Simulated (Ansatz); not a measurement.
# What Y3GaC (Pm-3m) distorts into, part 3 of 3

Wanted: the energy along a soft mode of Y3GaC (Pm-3m) and the structure at the end.

Ansatz 0.2.0; DFT PBEsol, scalar-relativistic, plane waves, PAW; PAW set soft_1.

So far. Step 5 (Energy along the mode, all amplitudes (two of the runs …): The lowest of the steps tried is at 0.32 Å, 4.94 meV/atom below the parent; the bottom of the well need not coincide with a step. Step 7 (The new phase in its own primitive cell): The largest force component left is 0.25 meV/Å and the pressure is 0.000 GPa, within the tolerances set. The cell now holds 22.15 Å³/atom. The relaxed cell has a = 6.762, c = 4.843 Å (conventional setting).

### 8. Modes of the new phase, k-mesh 6×6×8

A relaxed structure may still be a saddle point, so its zone-centre modes are computed. No field response is asked, since the mesh shows no gap.

Input file input.yaml:

```yaml
crystal:
  lattice:
    - [6.7624912886, 0.0, 0.0]
    - [0.0, 6.7624912886, 0.0]
    - [0.0, 0.0, 4.8432660692]
  atoms:
    - { symbol: "Y", position: [0.7878344375, 0.7121655625, 0.5] }
    - { symbol: "Y", position: [0.2121655625, 0.2878344375, 0.5] }
    - { symbol: "Y", position: [0.2878344375, 0.7878344375, 0.5] }
    - { symbol: "Y", position: [0.7121655625, 0.2121655625, 0.5] }
    - { symbol: "Y", position: [0.0, 0.0, 0.0] }
    - { symbol: "Y", position: [0.5, 0.5, 0.0] }
    - { symbol: Ga, position: [0.5, 0.0, 0.0] }
    - { symbol: Ga, position: [0.0, 0.5, 0.0] }
    - { symbol: C, position: [0.0, 0.0, 0.5] }
    - { symbol: C, position: [0.5, 0.5, 0.5] }
kpoints:
  mp_grid: { grid: [6, 6, 8] }
hamiltonian:
  xc: pbesol
  pseudopotentials: { kind: paw, azcp: { folder: soft_1 }, xc_functional: pbe }
scf:
  occupations: { method: methfessel_paxton, width: 0.2 }
output:
  eigenvalues: true
phonons:
  method: dfpt
```

Launch:

```bash
$ ansatz run input.yaml --threads 4 --pin off --max-ram 10240MiB --backend cpu --events-out ev --progress --plain --runs-dir out
```

Numbers of over 12 decimals in the logs are rounded to 6 here.

The program printed:

```text
zone centre: on kpoints.mp_grid the ground state, and the responses unless they are solved on pairs of k-points, stand on 100 of the mesh's 288 k-points, reduced under 2 symmetry operations, with k and −k counted as one. Each operation leaves every solved displacement unchanged or reverses it
[...]
Crystal: 10 atoms, lattice volume = 221.489 Å³
Basis set: ecut = 420 eV, 4289 PW (Γ), exchange–correlation on 96×96×72 points (8 copies of the dense FFT grid, shifted against one another)
Bands: 60, of which v1, the nominal top of the filled ones, is band 50 counted from 1 (49 counted from 0)
Symmetry: 16 space group operations
k-points: 100 of 288 (irreducible under 2 space group operations, time reversal used)
[...]
SCF iter   1: F=—  HF=-30759.635943 eV  |F-HF|=—  |Δ(HF+E_count)|=         —  Δρ=5.82e-2  dr2=1.77e1  ethr=3.10e-3  ⟨swp⟩=5.3  Hψ=22800  notcnv=0
[...]
SCF iter  14: F=-30755.588894 eV  HF=-30755.588894 eV  |F-HF|=3.64e-12  |Δ(HF+E_count)|=  3.64e-12  S|Δr|=    0.00e0  Δρ=1.47e-8  dr2=7.78e-13  ethr=1.00e-12  ⟨swp⟩=5.0  Hψ=21298  notcnv=0
SCF 1 converged in 14 iterations: F = -30755.588894 eV  dr2 = 7.78e-13
[...]
DFPT response loops at Γ: preconditioner auto → Kerker (q_TF=auto, 2.390 Å⁻¹) (partly filled bands, converged f_vac=0.000); β = 1.00, the filter's whole step (`scf.mixing.beta` (0.50) is not read by the response loops under this deck's `scf.mixing.preconditioner`; to damp them name `kerker` or `kerker_dos`, under which they read `scf.mixing.beta`, and type it under 1.00, their step now; both keys bind the ground state too); Broyden in place of MSR1
SCF converged after 14 iterations
[...]
Free energy (F): -30755.588894 eV
[...]
Internal energy: -30755.614452 eV  (E = F + TS)
E sigma→0 (E₀):  -30755.595284 eV
Entropy (-TS):   0.025558 eV (2.556 meV/atom)
Fermi energy:    10.085495 eV
[...]
--- Band table (eV; the first three rows and the last of 100) ---
  k-point 0: bands = [... 46 lower, 9.8428, 9.8428, 9.8733, 10.0717, 10.0717, 10.4543, 11.3659, 11.3659, ... 6 higher]
  k-point 1: bands = [... 46 lower, 9.7102, 9.8937, 9.9765, 10.0684, 10.0684, 10.5063, 11.2530, 11.5375, ... 6 higher]
  k-point 2: bands = [... 46 lower, 9.5162, 9.5421, 10.0334, 10.0334, 10.3416, 10.6481, 11.3146, 11.8356, ... 6 higher]
  k-point 99: bands = [... 46 lower, 9.0999, 9.0999, 9.6524, 9.6524, 11.0875, 11.0875, 12.0185, 12.0185, ... 6 higher]
--- Phonons (Γ-DFPT): 8 representative perturbations + reference, on 100 of 288 k-points (Σ response iterations 31) ---
  k mesh reduced under 2 symmetry operations, with k and −k counted as one. Each operation leaves every solved displacement unchanged or reverses it
  ASR residual: 2.971e-5 → 0.000e0 eV/Å²; symmetrization residual: 2.276e-6 eV/Å²
  ASR residual per site (eV/Å²): 6.80e-6 6.80e-6 6.80e-6 6.80e-6 2.39e-5 2.39e-5 8.57e-6 8.57e-6 2.97e-5 2.97e-5
  Γ frequencies (cm⁻¹): 0.00 0.00 0.00 59.70 63.00 63.00 79.66 93.14 93.14 104.94 104.94 111.87 121.47 121.47 128.58 128.58 130.22 163.27 180.12 180.24 196.39 197.98 197.98 247.02 310.90 334.93 334.93 385.44 494.22 494.22
  non-analytic LO–TO correction: not included (Born effective charges unavailable; polar crystals: no LO–TO splitting at Γ)
```

The job ended after 5 min (4 threads of Intel Xeon Platinum 8488C (Sapphire Rapids), shared host; peak memory 4.4 GiB; 19 min of CPU time).

Numbers from this step:

```
sum-rule residual before enforcement                    : 2.97e-5 eV/Å²
point group                                             : 4/mmm
highest optical mode at the zone centre (no LO-TO term) : 494.2 cm⁻¹
lowest optical zone-centre mode                         : 59.7 cm⁻¹
```

Patterns of degenerate modes are one choice out of their space. The modes at Γ (shares of kinetic energy by element, %):

| mode | frequency (cm⁻¹) | symmetry | Y % | Ga % | C % |
| --- | --- | --- | --- | --- | --- |
| 1 | 0.0 | acoustic | 77 | 20 | 3 |
| 2 | 0.0 | acoustic | 77 | 20 | 3 |
| 3 | 0.0 | acoustic | 77 | 20 | 3 |
| 4 | 59.7 | A1g | 100 | 0 | 0 |
| 5 | 63.0 | Eu | 33 | 67 | 0 |
| 6 | 63.0 | Eu | 33 | 67 | 0 |
| 7 | 79.7 | B1u | 59 | 41 | 0 |
| 8 | 93.1 | Eu | 72 | 28 | 0 |
| 9 | 93.1 | Eu | 72 | 28 | 0 |
| 10 | 104.9 | Eu | 92 | 8 | 0 |
| 11 | 104.9 | Eu | 92 | 8 | 0 |
| 12 | 111.9 | A2u | 21 | 79 | 0 |
| 13 | 121.5 | Eg | 100 | 0 | 0 |
| 14 | 121.5 | Eg | 100 | 0 | 0 |
| 15 | 128.6 | Eu | 24 | 76 | 0 |
| 16 | 128.6 | Eu | 24 | 76 | 0 |
| 17 | 130.2 | B1u | 41 | 59 | 0 |
| 18 | 163.3 | A1u | 93 | 0 | 7 |
| 19 | 180.1 | B1g | 100 | 0 | 0 |
| 20 | 180.2 | B2g | 100 | 0 | 0 |
| 21 | 196.4 | A2u | 97 | 0 | 2 |
| 22 | 198.0 | Eu | 97 | 1 | 2 |
| 23 | 198.0 | Eu | 97 | 1 | 2 |
| 24 | 247.0 | A2g | 100 | 0 | 0 |
| 25 | 310.9 | A2u | 5 | 1 | 94 |
| 26 | 334.9 | Eu | 5 | 0 | 94 |
| 27 | 334.9 | Eu | 5 | 0 | 94 |
| 28 | 385.4 | A1u | 7 | 0 | 93 |
| 29 | 494.2 | Eu | 0 | 0 | 99 |
| 30 | 494.2 | Eu | 0 | 0 | 99 |

Displacements in mode 4 (59.7 cm⁻¹), the largest set to 1:
```
Y1   1.00 -1.00  0.00
Y2  -1.00  1.00  0.00
Y3   1.00  1.00  0.00
Y4  -1.00 -1.00  0.00
Y5   0.00  0.00  0.00
Y6   0.00  0.00  0.00
Ga7  0.00  0.00  0.00
Ga8  0.00  0.00  0.00
C9   0.00  0.00  0.00
C10  0.00  0.00  0.00
```

Displacements in mode 6 (63.0 cm⁻¹), the largest set to 1:
```
Y1  -0.15  0.05  0.00
Y2  -0.15  0.05  0.00
Y3  -0.40 -0.37  0.00
Y4  -0.40 -0.37  0.00
Y5   0.02  0.26  0.00
Y6   0.24 -0.11  0.00
Ga7  0.14 -0.37  0.00
Ga8  0.94  1.00  0.00
C9  -0.11  0.14  0.00
C10  0.06 -0.16  0.00
```

Before it was imposed, the acoustic sum rule was missed by 3.0e-5 eV/Å². Small misses are needed for a sound result but don't prove that mesh and cutoff are converged. The lowest optical mode is real, 59.7 cm⁻¹.

### 9. The phases reached

The phases reached along the modes that were followed are set side by side.

Energies are those of the first relaxation, on the mesh of the frozen mode; space group, volume and gap are those of the last relaxation. Phases, by row:

| mode frozen in | space group | energy from parent (meV/atom) | volume (Å³/atom) | gap on mesh (eV) | lowest zone-centre optical mode (cm⁻¹) | largest shift (Å) |
| --- | --- | --- | --- | --- | --- | --- |
| parent | Pm-3m | 0 | 22.2 | 0 | – | – |
| q = (-0.5, -0.5, -0.5), 44i cm⁻¹ | I4/mcm | -7.23 | 22.1 | 0 | -29.2 | 0.352 |
| q = (-0.5, -0.5, -0.5), 44i cm⁻¹ | R-3c | -9.53 | 22.05 | 0 | 19.6 | 0.327 |
| q = (-0.5, -0.5, -0.5), 44i cm⁻¹ | Imma | -9.3 | 22.06 | 0 | – | 0.396 |
| q = (0, -0.5, -0.5), 37i cm⁻¹ | P4/mbm | -5.89 | 22.15 | 0 | 59.7 | 0.361 |

### 10. What came out

```json
{
  "unstable mode of the parent": "q = (0, -0.5, -0.5), 37i cm⁻¹",
  "depth at the lowest point sampled": "4.94 meV/atom",
  "largest atomic shift at that point": "0.32 Å",
  "space group reached (within 0.01 Å)": "P4/mbm",
  "energy gained over the parent (first relaxation, on the mesh of the frozen mode)": "5.89 meV/atom",
  "volume per atom, phase reached": "22.1 Å³",
  "lowest optical zone-centre mode, phase reached": "59.7 cm⁻¹",
  "highest optical mode at the zone centre (no LO-TO term), phase reached": "494 cm⁻¹"
}
```

**Reading.** Along this mode the structure falls into P4/mbm, 5.89 meV/atom below the parent. At the parent's cell the well is 4.937 meV/atom deep on the steps tried, with its lowest point at a shift of 0.32 Å. Relaxing atoms and cell changes the gain by +0.96 meV/atom against the lowest step (energies at zero smearing). The new phase has no imaginary mode at the zone centre of its cell; other wavevectors were not checked. Of the 4 patterns followed to their end from this parent, this one ends 3.64 meV/atom above the lowest, R-3c. Each path keeps the symmetry of its pattern, so a lower phase may lie along a pattern not tried. With no gap, or one that is small against the smearing, the frequencies hang on the k mesh and the smearing, most of all near Kohn anomalies. The PAW files were made for PBE and serve the other functionals too.

[Logs are printed without paths, hosts, clocks, repeated set-up lines and the standing remarks that a program may print on its own settings, such as how far it seeks lower states.]

[Hosts, paths, dates, database ids (printed as entryN), source tags and the programs' standing remarks are cut or masked in the printed files.]
